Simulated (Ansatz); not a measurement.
An input for Ansatz 0.2.0 (Ga2S3 (Imm2)):

```yaml
crystal:
  lattice:
    - [-1.83633776, 5.57061928, 2.67305246]
    - [1.83633776, -5.57061928, 2.67305246]
    - [1.83633776, 5.57061928, -2.67305246]
  atoms:
    - { symbol: Ga, position: [0.16642079, 0.00736566, 0.15905513] }
    - { symbol: Ga, position: [0.84831053, 0.00736566, 0.84094487] }
    - { symbol: S, position: [0.90747666, 0.24172383, 0.66575283] }
    - { symbol: S, position: [0.575971, 0.24172383, 0.33424717] }
    - { symbol: S, position: [0.25182003, 0.25182003, 0.0] }
kpoints:
  mp_grid: { grid: [6, 6, 6] }
hamiltonian:
  xc: lda
  pseudopotentials: { kind: paw, azcp: { folder: soft_1 }, xc_functional: pbe }
scf:
  occupations: { method: fixed }
gw:
  n_empty_bands: 142
  ecut_chi: 69
  qp_bands: [v2, c2]
  qp_kpoints: band_edges
  screening: { model: contour_deformation }
```

```sh
ansatz run input.yaml --threads 2 --pin off --max-ram 73728MiB --backend cuda --events-out ev --progress --plain --runs-dir out --devices 1 --max-vram 13GiB
```

How long will it take on 1 × NVIDIA H100 80GB HBM3 (shared by 6 runs) with 2 threads of AMD EPYC 7R13 (Zen 3), shared host, and how much memory?

It took 94 s; on shared hardware allow 47 s to 3.1 min. Peak host memory was 1.5 GiB. The sizes that set the cost: 2133 plane waves a state, 46 irreducible k points, 164 bands summed, 151 plane waves in the screening and 9 SCF cycles.

The screening grows as filled bands × empty bands × pairs of k points, times the square of the screening basis for the matrix.

[Paths, hosts, dates, memory and timing lines, banners, echoed tables and standing remarks are left out of the program output.]

[Logs are printed without paths, hosts, clocks, repeated set-up lines and the standing remarks that a program may print on its own settings, such as how far it seeks lower states.]

[Runs of the session that timed out or met a known fault of the program may be left out.]

[Cells called generated may have been cut or substituted from an entry of the Crystallography Open Database or the Materials Project.]

[Hosts, paths, dates, database ids (printed as entryN), source tags and the programs' standing remarks are cut or masked in the printed files.]
